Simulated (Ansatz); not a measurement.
G0W0 rungs for AsP (buckled honeycomb monolayer).

The cell holds 2 atoms: 1 P and 1 As. Cell: a = 3.401 Å, b = 3.401 Å, c = 25.800 Å, α = 90.0°, β = 90.0°, γ = 120.0°. Vacuum lies along c.

```xyz
2
Lattice="3.4012 0.0000 0.0000 -1.7006 2.9455 0.0000 0.0000 0.0000 25.8000" Properties=species:S:1:pos:R:3
P     0.0000    1.9637   12.2401
As    1.7006    0.9818   13.5599
```

The structure was relaxed with PBEsol. The runs that relaxed it are not among those shown.

Runs so far (Ansatz 0.2.0, start PBEsol, PAW set soft_1 files, 6×6×1 mesh). Times are wall times on 4 threads of Arm Neoverse V1, shared host, good to a factor of about two.

| bands summed | cutoff (eV) | gap on the mesh (eV) | time |
| --- | --- | --- | --- |
| 92 | 27 | 2.419 | 12 s |
| 242 | 54 | 2.560 | 46 s |
| 511 | 90 | 2.714 | 3.4 min |

What should the next rung give, with 930 bands and screening to 135 eV, and where is the limit?

The error falls about as one over the bands when the cutoff rises with them. A line through the two highest rungs given predicts 2.776 eV; the run gave 2.775 eV, close to it. The two highest rungs put the limit near 2.850 eV, the pair below near 2.853 eV; their difference is a rough measure of what is unsettled in bands and cutoff; the mesh is a separate error.

Gaps are over the mesh's points; an edge off the mesh would be missed. Limits: not at the basis limit; coarse mesh for a sheet; no spin-orbit coupling.

[Paths, hosts, dates, memory and timing lines, banners, echoed tables and standing remarks are left out of the program output.]

[Logs are printed without paths, hosts, clocks, repeated set-up lines and the standing remarks that a program may print on its own settings, such as how far it seeks lower states.]

[Runs of the session that timed out or met a known fault of the program may be left out.]

[Cells called generated may have been cut or substituted from an entry of the Crystallography Open Database or the Materials Project.]

[Hosts, paths, dates, database ids (printed as entryN), source tags and the programs' standing remarks are cut or masked in the printed files.]
